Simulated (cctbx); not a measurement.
**Accept or mend?**

Cell a = 4.1220 Å, b = 4.1220 Å, c = 10.0820 Å, α = 90.00°, β = 90.00°, γ = 90.00°; space group I4/mmm (no. 139).

Simulated single-crystal data (cctbx): Cu Kα, λ = 1.54184 Å, to d = 0.8 Å, 70 % of the full sphere, strongest reflection 40000 counts, noise from counting, a 2 % proportional error and a noise floor of 2 counts (s.d.); no absorption, and some extinction, which the refinements don't model.

An anisotropic refinement with weights 1/σ² prints:

```text
Rint 0.017, 73 unique reflections to 0.80 A
cycle     R1     wR2    GooF  max shift (A)
   1  0.0401  0.1133   9.231   0.00066
   2  0.0223  0.0639   5.204   0.00002
final R1 0.0223 wR2 0.0639 GooF 5.204  parameters 5  data/parameter 14.6
atom        x        y        z      Ueq    occ   su(xyz)  su(Uiso or U11)
Tl1    0.50000  0.50000  0.17380   0.0055  1.000  0.00008  0.0005
Te1    0.00000  0.00000  0.00000   0.0087  1.000  0.00000  0.0007
difference map: max 2.73 min -2.51 rms 0.44
Q1    0.0000  0.0000  0.3859    4    2.74  0.60 A from Tl1
Q2    0.0000  0.0000  0.1390    4    2.68  1.40 A from Te1
Q3    0.0000  0.0000  0.0328    4    2.60  0.33 A from Te1
Q4    0.0000  0.5000  0.2500    4    0.40  2.20 A from Tl1
Q5    0.0000  0.2117  0.4616   16    0.38  1.62 A from Tl1
Q6    0.0000  0.1886  0.2137   16    0.35  1.38 A from Tl1
```

Q: Accept it or mend it, and why?

Mend it. The fault: wrong element: Te1 is Nd. Against the right model at the same level, R1 goes from 0.0060 to 0.0223 and GooF from 1.09 to 5.20, U of Te1 shrinks from 0.0138 to 0.0087 Å², the top difference peak, 2.7 e/Å³, lies 0.60 Å from Tl1 and a hole of -2.5 e/Å³ opens. Te1 has 8 electrons too few and its U shrinks to make up, as expected.

The compound is NdTl2. The right model at the same level gives:

```text
Rint 0.017, 73 unique reflections to 0.80 A
cycle     R1     wR2    GooF  max shift (A)
   1  0.0086  0.0227   1.850   0.00033
   2  0.0060  0.0134   1.094   0.00000
final R1 0.0060 wR2 0.0134 GooF 1.094  parameters 5  data/parameter 14.6
atom        x        y        z      Ueq    occ   su(xyz)  su(Uiso or U11)
Tl1    0.50000  0.50000  0.17376   0.0060  1.000  0.00002  0.0001
Nd1    0.00000  0.00000  0.00000   0.0138  1.000  0.00000  0.0001
difference map: max 0.31 min -0.55 rms 0.13
Q1    0.0000  0.3240  0.3327   16    0.31  1.34 A from Tl1
Q2    0.2513  0.2513  0.1335   16    0.23  1.51 A from Tl1
Q3    0.0000  0.1699  0.4616   16    0.23  1.53 A from Tl1
Q4    0.0000  0.3225  0.0660   16    0.23  1.49 A from Nd1
Q5    0.0000  0.5000  0.2500    4    0.22  2.20 A from Tl1
Q6    0.2500  0.2500  0.2500    8    0.21  1.65 A from Tl1
```

This is a model crystal, built by substitution and not relaxed, with assumed displacement parameters.

[Middle refinement cycles are left out of these outputs.]

[Logs are printed without paths, hosts, clocks, repeated set-up lines and the standing remarks that a program may print on its own settings, such as how far it seeks lower states.]
